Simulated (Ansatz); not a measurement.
# Work function of Hf(0001): what the settings cost and change

How far do functional and pseudopotentials move the work function of Hf(0001), and at what cost?

Calculated with Ansatz 0.2.0; plane-wave DFT, PBE, Ansatz PAW, in the first sound run; inputs show where later runs differ.

## 1. The system as given

The cell holds 7 atoms: 7 Hf. Its edges and angles: a = 3.200 Å, b = 3.200 Å, c = 33.187 Å, α = 90.0°, β = 90.0°, γ = 60.0°. Vacuum lies along c.

## 2. Run, setting PBE, Ansatz PAW (420 eV)

A work function rests on the faint tail of the density, so the SCF threshold is tight. PBE on the default files comes first; the next runs keep the geometry and change functional or files, each at the cutoff that its files recommend; a relaxation and, for heavy metals, spin-orbit coupling close the ladder.

input.yaml

```yaml
crystal:
  lattice:
    - [3.2, 0.0, 0.0]
    - [1.6, 2.7712812921, 0.0]
    - [0.0, 0.0, 33.1872]
  atoms:
    - { symbol: Hf, position: [0.0, 0.0, 0.2711888921] }
    - { symbol: Hf, position: [0.6666666667, 0.6666666667, 0.3474592614] }
    - { symbol: Hf, position: [0.0, 0.0, 0.4237296307] }
    - { symbol: Hf, position: [0.6666666667, 0.6666666667, 0.5] }
    - { symbol: Hf, position: [0.0, 0.0, 0.5762703693] }
    - { symbol: Hf, position: [0.6666666667, 0.6666666667, 0.6525407386] }
    - { symbol: Hf, position: [0.0, 0.0, 0.7288111079] }
kpoints:
  mp_grid: { grid: [15, 15, 1] }
hamiltonian:
  xc: pbe
scf:
  occupations: { method: fermi_dirac, width: 0.1 }
  convergence: { dr2_threshold: 1.0e-09 }
efield:
  axis: 3
  dipole_correction: true
  ramp_position: 0.97
  ramp_width: 0.06
output:
  write_potential: true
  write_density: true
  volumetric_format: npy
  elf: true
```

Run with:

```console
ansatz run input.yaml --threads 4 --pin off --max-ram 6144MiB --backend cpu --events-out ev --progress --plain --runs-dir out
```

Output:

```text
Engine: ansatz 0.2.0, x86_64-unknown-linux-gnu
Pseudopotentials: kind: paw
Pseudopotential: Hf, paw, valence charge 26, recommended cutoff 420 eV (normal), Hf.paw.azcp
Functional definition: PBE
  parameter kappa = 0.804
  parameter beta = 0.066725
  exchange = pbe_x(kappa = kappa, mu = beta*pi^2/3)
  correlation = pbe_c(beta = beta)
Crystal: 7 atoms, lattice volume = 294.307 Å³
Basis set: ecut = 420 eV, 5811 PW (Γ)
Bands: 110, of which v1, the nominal top of the filled ones, is band 91 counted from 1 (90 counted from 0)
Symmetry: 6 space group operations
k-points: 27 of 225 (time reversal used)
Non-local potential: Hf, projectors of the file, l = 0: 3, l = 1: 2, l = 2: 2, l = 3: 3
PAW form: soft (Blöchl's): semilocal exchange-correlation on the pseudo side does not see the compensation charge
PAW one-centre angular grid: Hf, 590 points (default); XC on 64 Gauss nodes
Initial density: superposition of atomic densities (neutral atoms: chi_scale 0, normalization atom), corrected by the library's trained network
Initial wavefunctions: pseudopotential atomic-orbital guess
Functional: x = pbe(κ = 0.804, μ = 0.219515), c = pbe(β = 0.066725)
SCF iter   1: F=—  HF=-110047.875660 eV  |F-HF|=—  |Δ(HF+E_count)|=         —  Δρ=1.06e-2  dr2=2.22e1  ethr=1.77e-3  p=0.000 e·Å  D=8.56e-14 V/Å  ΔV_dip=-0.00 eV  dr2_dipole=7.89e-9  V_vac-E_F(+/−)=4.61/4.61 eV  ⟨swp⟩=5.1  Hψ=9306  notcnv=0  defer=43
efield: sawtooth ramp at fractional position 0.9700 (set: `efield.ramp_position`, or a place that a band, a saddle search or an elastic batch's reference lends), width 0.0600; the density the first Hamiltonian is built on has a dipole p = 0.000 e·Å; the dipole correction subtracts the counter field D = 8.56e-14 V/Å, which shifts the + side's vacuum level by -0.00 eV against the − side's; the planar-averaged density in the ramp window peaks in size at 3.3e-5 e/Å³
preconditioner: auto → LDOS  [metal: Δε(μ)=0.025 eV  Ē_g=17.159 eV  σ=0.100 eV  W_gap=0.06  n_scr=92 (ndim 8)  ℏωp=28.1 eV  f_vac=0.435  D(μ)=9.54/eV (n_scr^D=78)  β→1.0]
SCF iter   2: F=—  HF=-110047.643204 eV  |F-HF|=—  |Δ(HF+E_count)|=   2.32e-1  Δρ=2.49e-3  dr2=1.10e-1  ethr=1.77e-3  p=0.000 e·Å  D=1.08e-5 V/Å  ΔV_dip=-0.00 eV  dr2_dipole=3.67e-6  V_vac-E_F(+/−)=4.32/4.32 eV  ⟨swp⟩=2.1  Hψ=3720  notcnv=0  defer=61
SCF iter   3: F=—  HF=-110047.638404 eV  |F-HF|=—  |Δ(HF+E_count)|=   4.80e-3  Δρ=1.63e-3  dr2=3.52e-2  ethr=6.05e-5  p=-0.000 e·Å  D=-1.73e-6 V/Å  ΔV_dip=0.00 eV  dr2_dipole=1.41e-7  V_vac-E_F(+/−)=4.37/4.37 eV  ⟨swp⟩=2.0  Hψ=5628  notcnv=0  defer=62
SCF iter   4: F=—  HF=-110047.635429 eV  |F-HF|=—  |Δ(HF+E_count)|=   2.98e-3  Δρ=2.88e-4  dr2=9.45e-4  ethr=1.93e-5  p=-0.000 e·Å  D=-6.89e-7 V/Å  ΔV_dip=0.00 eV  dr2_dipole=5.44e-8  V_vac-E_F(+/−)=4.36/4.36 eV  ⟨swp⟩=2.0  Hψ=5585  notcnv=0  defer=62
SCF iter   5: F=—  HF=-110047.635510 eV  |F-HF|=—  |Δ(HF+E_count)|=   8.10e-5  Δρ=1.17e-4  dr2=4.94e-5  ethr=5.19e-7  p=-0.000 e·Å  D=-2.21e-7 V/Å  ΔV_dip=0.00 eV  dr2_dipole=1.65e-8  V_vac-E_F(+/−)=4.36/4.36 eV  ⟨swp⟩=2.0  Hψ=4420  notcnv=0  defer=62
SCF iter   6: F=—  HF=-110047.635517 eV  |F-HF|=—  |Δ(HF+E_count)|=   6.49e-6  Δρ=5.03e-5  dr2=1.59e-5  ethr=2.72e-8  p=-0.000 e·Å  D=-3.51e-7 V/Å  ΔV_dip=0.00 eV  dr2_dipole=6.47e-9  V_vac-E_F(+/−)=4.36/4.36 eV  ⟨swp⟩=2.0  Hψ=5442  notcnv=0  defer=62
SCF iter   7: F=—  HF=-110047.635532 eV  |F-HF|=—  |Δ(HF+E_count)|=   1.50e-5  Δρ=2.13e-5  dr2=1.55e-6  ethr=8.74e-9  p=-0.000 e·Å  D=-2.59e-7 V/Å  ΔV_dip=0.00 eV  dr2_dipole=4.36e-10  V_vac-E_F(+/−)=4.36/4.36 eV  ⟨swp⟩=2.1  Hψ=5332  notcnv=0  defer=62
SCF iter   8: F=—  HF=-110047.635205 eV  |F-HF|=—  |Δ(HF+E_count)|=   3.26e-4  Δρ=8.19e-6  dr2=2.46e-7  ethr=8.54e-10  p=-0.000 e·Å  D=-1.84e-7 V/Å  ΔV_dip=0.00 eV  dr2_dipole=2.05e-10  V_vac-E_F(+/−)=4.36/4.36 eV  ⟨swp⟩=2.2  Hψ=5273  notcnv=0  defer=60
SCF iter   9: F=—  HF=-110047.635206 eV  |F-HF|=—  |Δ(HF+E_count)|=   5.50e-7  Δρ=2.61e-6  dr2=2.31e-8  ethr=1.35e-10  p=-0.000 e·Å  D=-9.79e-8 V/Å  ΔV_dip=0.00 eV  dr2_dipole=5.65e-11  V_vac-E_F(+/−)=4.36/4.36 eV  ⟨swp⟩=2.2  Hψ=5041  notcnv=0  defer=60
SCF iter  10: F=—  HF=-110047.635206 eV  |F-HF|=—  |Δ(HF+E_count)|=   5.50e-8  Δρ=1.05e-6  dr2=4.13e-9  ethr=1.27e-11  p=-0.000 e·Å  D=-4.71e-8 V/Å  ΔV_dip=0.00 eV  dr2_dipole=7.98e-11  V_vac-E_F(+/−)=4.36/4.36 eV  ⟨swp⟩=2.4  Hψ=5480  notcnv=0  defer=60
SCF iter  11: F=—  HF=-110047.635206 eV  |F-HF|=—  |Δ(HF+E_count)|=   2.12e-9  Δρ=5.24e-7  dr2=4.20e-9  ethr=1.00e-12  p=-0.000 e·Å  D=-2.43e-8 V/Å  ΔV_dip=0.00 eV  dr2_dipole=1.15e-11  V_vac-E_F(+/−)=4.36/4.36 eV  ⟨swp⟩=10.6  Hψ=11542  notcnv=0
SCF iter  12: F=—  HF=-110047.635206 eV  |F-HF|=—  |Δ(HF+E_count)|=  3.20e-10  Δρ=2.93e-7  dr2=1.07e-9  ethr=2.27e-12  p=-0.000 e·Å  D=-1.63e-8 V/Å  ΔV_dip=0.00 eV  dr2_dipole=1.31e-12  V_vac-E_F(+/−)=4.36/4.36 eV  ⟨swp⟩=2.6  Hψ=4517  notcnv=0
SCF iter  13: F=-110047.635206 eV  HF=-110047.635206 eV  |F-HF|=3.06e-10  |Δ(HF+E_count)|=  1.31e-10  Δρ=8.39e-8  dr2=1.44e-10  ethr=1.00e-12  p=-0.000 e·Å  D=-6.68e-9 V/Å  ΔV_dip=0.00 eV  dr2_dipole=1.13e-13  V_vac-E_F(+/−)=4.36/4.36 eV  ⟨swp⟩=2.8  Hψ=5952  notcnv=0
SCF 1 converged in 13 iterations: F = -110047.635206 eV  dr2 = 1.44e-10
  greatest PAW one-centre occupation: 0.999 electrons in one spin orbital (limit 2), on the Hf atom at site 0 (counted from 0), in its partial waves of l = 0
WARN: The output density's exchange-correlation potential varies sharply where the density is thin. Do not read a vacuum level from v_tot or v_xc, or from such a field of the output density. On a cell that repeats whose density bears no net charge and no dipole along the vacuum's axis use v_es (v_loc + v_h of the components); under efield.dipole_correction with no amplitude use v_es + v_field, which holds any externa [...]
SCF converged after 13 iterations
Free energy (F): -110047.635206 eV
Harris-Foulkes:  -110047.635206 eV  (|F-HF|=3.06e-10)
Internal energy: -110047.346291 eV  (E = F + TS)
E sigma→0 (E₀):  -110047.490748 eV
Entropy (-TS):   -0.288915 eV (-41.274 meV/atom)
Fermi energy:    8.638495 eV
Dipole field:    D = 0.000000 V/Å  (p = 0.000001 e·Å, saw-weighted, corrected)
Work function:   Φ+ = 4.3605 eV   Φ− = 4.3605 eV
Levels:          The Fermi level and band energies are counted from a zero that moves with the ramp; work functions are not
--- Per-component energies (eV) ---
  E_band       = -1800.364197
  E_kinetic    = 2964.166660
  E_local      = -449167.071376  (includes V_loc(G=0)·N_el)
  E_nonlocal   = -8711.050445
  E_hartree    = 222508.511623
  E_xc         = -2097.668583
  E_vxc        = -1859.073366  (∫ρ·V_xc dr)
  E_paw        = -48493.453271  (= ΣΔE_a)
  E_vpaw       = 9955.643525  (= ΣTr[D̂ρ^β])
  E_aug_tail   = -0.000009  (compensation charges beyond the density's cutoff)
  E_efield     = 0.000000  (sawtooth field / dipole correction)
  E_vefield    = 0.000000  (∫n·V_field dr)
  E_ewald      = 172949.219111
  E_smearing   = -0.288915  (= −TS)
  E_closure    = -0.000000  (closes the sum)
  Σ components = -110047.635206   (vs F -110047.635206, Δ=0.00e0)
--- Band table (eV; the first three rows and the last of 27) ---
  k-point 0: bands = [... 87 lower, 8.9432, 9.2214, 9.2251, 9.6734, 9.6734, 9.6848, 9.7006, 9.7006, ... 15 higher]
  k-point 1: bands = [... 87 lower, 8.8206, 9.0627, 9.1810, 9.4731, 9.5044, 9.5892, 9.6662, 9.7734, ... 15 higher]
  k-point 2: bands = [... 87 lower, 8.5593, 8.7186, 8.9623, 9.1135, 9.1301, 9.2675, 9.4869, 9.7943, ... 15 higher]
  k-point 26: bands = [... 87 lower, 7.2859, 7.6036, 7.6046, 8.4874, 8.5854, 8.6012, 8.8042, 8.8158, ... 15 higher]
```

Wall time 51 s (4 threads of Intel Xeon 6975P-C (Granite Rapids), shared host); peak memory 1.6 GiB; 2.9 min of CPU time.

This step gave:

- energy at zero smearing: -110047.4907 eV
- work function, upper face: 4.360 eV

Running mean over 2.5312 Å of the planar mean; the ramp of the sawtooth is left out. The electron's electrostatic potential energy less the Fermi level by z:

z (Å), electron's electrostatic potential energy less the Fermi level (eV) and a bar from the least value:
```
      3.5       4.36 ##############################
      4.0       4.36 ##############################
      4.5       4.35 ##############################
      5.0       4.33 ##############################
      5.5       4.28 ##############################
      6.0       4.11 #############################
      6.5       3.63 ############################
      7.0       2.29 #########################
      7.5      -0.57 #################
      8.0      -4.04 #########
      8.5      -6.59 ##
      9.0      -7.41 
      9.5      -7.40 
     10.0      -7.30 
     10.5      -7.25 
     11.0      -7.26 
     11.5      -7.30 
     12.0      -7.34 
     12.5      -7.36 
     13.0      -7.35 
     13.5      -7.35 
     14.0      -7.35 
     14.5      -7.36 
     15.0      -7.37 
     15.5      -7.39 
     16.0      -7.39 
     16.5      -7.40 
     17.0      -7.39 
     17.5      -7.39 
     18.0      -7.38 
     18.5      -7.37 
     19.0      -7.35 
     19.5      -7.35 
     20.0      -7.35 
     20.5      -7.36 
     21.0      -7.35 
     21.5      -7.31 
     22.0      -7.27 
     22.5      -7.25 
     23.0      -7.27 
     23.5      -7.36 
     24.0      -7.45 
     24.5      -7.07 #
     25.0      -5.19 ######
     25.5      -1.88 ##############
     26.0       1.39 ######################
     26.5       3.27 ###########################
     27.0       3.98 #############################
     27.5       4.23 ##############################
     28.0       4.32 ##############################
     28.5       4.35 ##############################
     29.0       4.36 ##############################
     29.5       4.36 ##############################
```

ELF in the ca plane at fractional y = 0.000, with atoms of Hf within 0.2 Å of it. It is the smooth field of the valence electrons, not physical close to the nuclei.

Ten even steps from '0' (0.00) to '9' (0.84), each cell a mean:
```
38999525777763389995257677733899941010000000
14775224322343247752243223432477521111000000
32221232122123212212321221233222223332100000
54333542134213543345422332135433355542100000
43222342123213432224421332134322234432100000
22443133222233224421332122332244311221000000
26998325554553269973255445632799831111000000
48999626888873499995268888734999951000000000
```
Columns run along c (16.0 Å, from fractional 0.40 to 0.88 of the cell), rows up along a (3.2 Å). Atoms in or near the plane, at fractional coordinates: Hf at (0.42, 0.00), Hf at (0.58, 0.00), Hf at (0.73, 0.00).

Valence density in the ca plane at fractional y = 0.000, with atoms of Hf within 0.2 Å of it. It is the smooth field of the valence electrons, not physical close to the nuclei.

Values in e/Å³, 5 rows by 16 columns, each cell a mean:
```
 5 10  0  0  0  4 11  0  0  0  3 12  0  0  0  0
 0  1  0  0  0  0  1  0  0  0  0  1  0  0  0  0
 0  0  0  1  0  0  0  0  1  0  0  0  0  0  0  0
 1  2  0  0  0  1  2  0  0  0  1  2  0  0  0  0
 7 16  0  0  0  6 17  0  0  0  4 18  1  0  0  0
```
Columns run along c (16.0 Å, from fractional 0.40 to 0.88 of the cell), rows up along a (3.2 Å). Atoms in or near the plane, at fractional coordinates: Hf at (0.42, 0.00), Hf at (0.58, 0.00), Hf at (0.73, 0.00).

Electrostatic potential energy in the ca plane at fractional y = 0.000, with atoms of Hf within 0.2 Å of it. With pseudopotentials it is smooth inside the atoms' cores, unlike the true potential.

Ten even steps from '0' (-32 eV) to '9' (13 eV), each cell a mean:
```
51000479999998510004799999985000047999999999
74213688888888741136888888987411368999999999
87767888766788877678887667898766789999999999
99888998754688998889986556899988899999999999
98888898755688988889987556899888899999999999
86445788877888864467888778888644678999999999
62001589988998620015899889986200158999999999
50010379999998500103799999984001037899999999
```
Columns run along c (16.0 Å, from fractional 0.40 to 0.88 of the cell; values clipped at the 3rd and 97th percentile), rows up along a (3.2 Å). Atoms in or near the plane, at fractional coordinates: Hf at (0.42, 0.00), Hf at (0.58, 0.00), Hf at (0.73, 0.00).

The work function is 4.360 eV.

## 3. Run

This step: plane-wave DFT, LDA, Ansatz PAW (Ansatz 0.2.0).

Changes to input.yaml since step 2:

```diff
@@ -16,3 +16,3 @@
 hamiltonian:
-  xc: pbe
+  xc: lda
 scf:
@@ -29,2 +29 @@
   volumetric_format: npy
-  elf: true
```

Output:

```text
[...]
Crystal: 7 atoms, lattice volume = 294.307 Å³
Basis set: ecut = 420 eV, 5811 PW (Γ)
Bands: 110, of which v1, the nominal top of the filled ones, is band 91 counted from 1 (90 counted from 0)
Symmetry: 6 space group operations
k-points: 27 of 225 (time reversal used)
[...]
k-point 0: bands = [... 87 lower, 8.7312, 8.9444, 9.0663, 9.3370, 9.3370, 9.3638, 9.3643, 9.3643, ... 15 higher]
  k-point 1: bands = [... 87 lower, 8.6089, 8.8778, 8.8915, 9.1468, 9.1783, 9.2585, 9.3402, 9.4368, ... 15 higher]
  k-point 2: bands = [... 87 lower, 8.3129, 8.4987, 8.6490, 8.8036, 8.8142, 8.9515, 9.1683, 9.4678, ... 15 higher]
  k-point 26: bands = [... 87 lower, 7.0641, 7.3338, 7.3341, 8.2618, 8.3410, 8.3556, 8.5313, 8.5493, ... 15 higher]
[key lines of the parts left out:]
SCF converged after 11 iterations
Free energy (F): -108335.499397 eV
Fermi energy:    8.367735 eV
Dipole field:    D = -0.000000 V/Å  (p = -0.000001 e·Å, saw-weighted, corrected)
Work function:   Φ+ = 4.5475 eV   Φ− = 4.5475 eV
```

It took 48 s on 4 threads; peak memory 1.5 GiB; 2.6 min of CPU time.

The work function is 4.547 eV, +0.187 eV from the run “PBE, Ansatz PAW (420 eV)”, at 0.88 times its CPU time.

## 4. Run

This step: plane-wave DFT, PBEsol, Ansatz PAW (Ansatz 0.2.0).

Changes to input.yaml since step 3:

```diff
@@ -16,3 +16,3 @@
 hamiltonian:
-  xc: lda
+  xc: pbesol
 scf:
```

Output:

```text
[...]
Crystal: 7 atoms, lattice volume = 294.307 Å³
Basis set: ecut = 420 eV, 5811 PW (Γ)
Bands: 110, of which v1, the nominal top of the filled ones, is band 91 counted from 1 (90 counted from 0)
Symmetry: 6 space group operations
k-points: 27 of 225 (time reversal used)
[...]
k-point 0: bands = [... 87 lower, 8.8408, 9.1014, 9.1299, 9.5378, 9.5378, 9.5534, 9.5657, 9.5657, ... 15 higher]
  k-point 1: bands = [... 87 lower, 8.7167, 8.9675, 9.0541, 9.3402, 9.3707, 9.4538, 9.5336, 9.6378, ... 15 higher]
  k-point 2: bands = [... 87 lower, 8.4394, 8.6110, 8.8323, 8.9831, 9.0014, 9.1356, 9.3553, 9.6628, ... 15 higher]
  k-point 26: bands = [... 87 lower, 7.1757, 7.4865, 7.4869, 8.3834, 8.4736, 8.4910, 8.6838, 8.7001, ... 15 higher]
[key lines of the parts left out:]
SCF converged after 12 iterations
Free energy (F): -109183.975285 eV
Fermi energy:    8.519456 eV
Dipole field:    D = -0.000000 V/Å  (p = -0.000000 e·Å, saw-weighted, corrected)
Work function:   Φ+ = 4.4312 eV   Φ− = 4.4312 eV
```

Run time: 49 s. Hardware: 4 threads; peak memory 1.6 GiB; 2.8 min of CPU time.

The work function is 4.431 eV, +0.071 eV from the run “PBE, Ansatz PAW (420 eV)”, at 0.95 times its CPU time.

## 5. Slab

This step: plane-wave DFT, RPBE, Ansatz PAW (Ansatz 0.2.0).

Changes to input.yaml since step 4:

```diff
@@ -16,3 +16,3 @@
 hamiltonian:
-  xc: pbesol
+  xc: rpbe
 scf:
```

Output:

```text
[...]
Crystal: 7 atoms, lattice volume = 294.307 Å³
Basis set: ecut = 420 eV, 5811 PW (Γ)
Bands: 110, of which v1, the nominal top of the filled ones, is band 91 counted from 1 (90 counted from 0)
Symmetry: 6 space group operations
k-points: 27 of 225 (time reversal used)
[...]
k-point 0: bands = [... 87 lower, 9.0278, 9.2875, 9.3401, 9.8041, 9.8041, 9.8103, 9.8314, 9.8314, ... 15 higher]
  k-point 1: bands = [... 87 lower, 8.9084, 9.1343, 9.3025, 9.6005, 9.6321, 9.7183, 9.7937, 9.9041, ... 15 higher]
  k-point 2: bands = [... 87 lower, 8.6697, 8.8157, 9.0861, 9.2363, 9.2569, 9.3920, 9.6124, 9.9227, ... 15 higher]
  k-point 26: bands = [... 87 lower, 7.3791, 7.7136, 7.7156, 8.5771, 8.6823, 8.7000, 8.9121, 8.9189, ... 15 higher]
[key lines of the parts left out:]
SCF converged after 12 iterations
Free energy (F): -110134.724843 eV
Fermi energy:    8.746326 eV
Dipole field:    D = 0.000001 V/Å  (p = 0.000001 e·Å, saw-weighted, corrected)
Work function:   Φ+ = 4.2509 eV   Φ− = 4.2509 eV
```

Elapsed: 49 s, on 4 threads; peak memory 1.5 GiB; 2.9 min of CPU time.

The work function is 4.251 eV, -0.110 eV from the run “PBE, Ansatz PAW (420 eV)”, at 0.99 times its CPU time.

## 6. Slab

This step: plane-wave DFT, r2SCAN, Ansatz PAW (Ansatz 0.2.0).

Changes to input.yaml since step 5:

```diff
@@ -16,3 +16,3 @@
 hamiltonian:
-  xc: rpbe
+  xc: r2scan
 scf:
```

Output:

```text
[...]
Crystal: 7 atoms, lattice volume = 294.307 Å³
Basis set: ecut = 500 eV, 7435 PW (Γ), exchange–correlation on 96×96×972 points (64 copies of the dense FFT grid, shifted against one another)
Bands: 110, of which v1, the nominal top of the filled ones, is band 91 counted from 1 (90 counted from 0)
Symmetry: 6 space group operations
[...]
k-point 0: bands = [... 87 lower, 8.7411, 8.9632, 9.2036, 9.7260, 9.7380, 9.7380, 9.7647, 9.7647, ... 15 higher]
  k-point 1: bands = [... 87 lower, 8.6681, 8.8210, 9.1794, 9.5120, 9.5513, 9.6495, 9.7142, 9.8427, ... 15 higher]
  k-point 2: bands = [... 87 lower, 8.4343, 8.6084, 8.9654, 9.1240, 9.1448, 9.2903, 9.5180, 9.8528, ... 15 higher]
  k-point 26: bands = [... 87 lower, 7.0769, 7.4744, 7.4863, 8.2871, 8.4389, 8.4667, 8.7205, 8.7212, ... 15 higher]
[key lines of the parts left out:]
SCF converged after 13 iterations
Free energy (F): -110129.272033 eV
Fermi energy:    8.554273 eV
Dipole field:    D = 0.000008 V/Å  (p = 0.000013 e·Å, saw-weighted, corrected)
Work function:   Φ+ = 4.4617 eV   Φ− = 4.4620 eV
```

The job ended after 85 s (4 threads; peak memory 2.2 GiB).

The work function is 4.462 eV, +0.101 eV from the run “PBE, Ansatz PAW (420 eV)”, at 1.8 times its CPU time.

## 7. Run

This step: plane-wave DFT, PBE, JTH PAW (Ansatz 0.2.0).

Changes to input.yaml since step 6:

```diff
@@ -16,3 +16,4 @@
 hamiltonian:
-  xc: r2scan
+  xc: pbe
+  pseudopotentials: { kind: paw, source: jth }
 scf:
```

Output:

```text
[...]
k-point 0: bands = [... 38 lower, 6.3775, 6.6519, 6.6714, 7.1336, 7.1336, 7.1371, 7.1608, 7.1608, ... 5 higher]
  k-point 1: bands = [... 38 lower, 6.2553, 6.4949, 6.6282, 6.9280, 6.9592, 7.0453, 7.1214, 7.2328, ... 5 higher]
  k-point 2: bands = [... 38 lower, 6.0022, 6.1557, 6.4110, 6.5632, 6.5769, 6.7184, 6.9384, 7.2450, ... 5 higher]
  k-point 26: bands = [... 38 lower, 4.7285, 5.0487, 5.0496, 5.9300, 6.0283, 6.0426, 6.2471, 6.2586, ... 5 higher]
[key lines of the parts left out:]
SCF converged after 12 iterations
Free energy (F): -66304.939367 eV
Fermi energy:    6.080319 eV
Dipole field:    D = 0.000000 V/Å  (p = 0.000000 e·Å, saw-weighted, corrected)
Work function:   Φ+ = 4.3676 eV   Φ− = 4.3676 eV
```

Elapsed: 95 s, on 4 threads; peak memory 3.2 GiB; 5.9 min of CPU time.

The work function is 4.368 eV, +0.007 eV from the run “PBE, Ansatz PAW (420 eV)”, at 2.0 times its CPU time.

(Part 1 of 2 ends here.)

[Long decimals in the printed logs are rounded to 6 places.]

[Logs are printed without paths, hosts, clocks, repeated set-up lines and the standing remarks that a program may print on its own settings, such as how far it seeks lower states.]

[Hosts, paths, dates, database ids (printed as entryN), source tags and the programs' standing remarks are cut or masked in the printed files.]

[Maps of the electrostatic potential energy from Ansatz leave out the sawtooth potential of an applied field or a dipole correction, so their vacuum need not be flat; planar profiles and work functions include it.]
